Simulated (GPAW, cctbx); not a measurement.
# V2CdP2: what bonding does to one electron reflection, worked out

V2CdP2, I4/mmm (no. 139), a = 4.0488 Å, b = 4.0488 Å, c = 9.5249 Å, α = 90.00°, β = 90.00°, γ = 90.00°.

| atom | mult. | x | y | z |
| --- | --- | --- | --- | --- |
| Cd1 | 2 | 0 | 0 | 0 |
| V1 | 4 | 0 | 1/2 | 1/4 |
| P1 | 4 | 1/2 | 1/2 | 0.1189 |

The start was made by putting kin elements into a known structure type; the compound need not exist, or be stable, in this form.

A DFT run (GPAW, PBE, 450 eV, 6×6×6 k-points, Fermi–Dirac width 0.1 eV, spin-polarised) gives the static X-ray structure factor of 002 as 10.503 e for the conventional cell; superposed free atoms give 11.851 e. **Problem.** Find the Fourier component V of the crystal potential and the two-beam extinction distance at 300 kV in both cases.

### 1. Geometry

The cell volume is Ω = 156.14 Å³ and d(002) = 4.7624 Å, so g = 1/d = 0.2100 Å⁻¹.

### 2. The nuclei

Electrons feel nuclei as well as electrons, so the nuclear charges are summed with the same phases.

Phase sums Σ exp(2πi h·x), turned so that the total is real and positive: Cd +2.000, V -4.000, P +0.307. Then F_Z = 48 × (+2.000) + 23 × (-4.000) + 15 × (+0.307) = 8.61 e. The electron term has the same sign for this reflection.

### 3. Mott–Bethe

Poisson's equation, term by term, gives V = (e/4πε₀)(F_Z − F)/(πΩg²), with e/4πε₀ = 14.3996 V Å.

The prefactor is 14.3996 × 4.7624²/(π × 156.14) = 0.66580 V per electron. Free atoms: (8.61 − 11.851) × 0.66580 = -2.159 V. Crystal: (8.61 − 10.503) × 0.66580 = -1.262 V. F changes by -11.37 % and V by -41.6 %: the same 1.35 e is measured against F_Z − F = -3.2 e in place of F = 11.9 e.

### 4. Extinction distance

In the two-beam case ξ = 1/(λU) with U = 2γm₀eV/h², that is ξ = 150.41 V Å²/(γλV).

At 300 kV, λ = 0.01969 Å and γ = 1.5871. Free atoms: ξ = 2229 Å. Crystal: ξ = 3814 Å. The thickness fringes go as sin²(πt/ξ), so the two patterns slip by a quarter of a period when t|1/ξ₁ − 1/ξ₀| = 1/4, at t ≈ 134 nm. Thermal motion, absorption and many-beam coupling, left out here, change a real pattern.

### 5. Answer

V(002) is -1.26 V against -2.16 V, and ξ is 3814 against 2229 Å. Limits: static atoms, two beams.
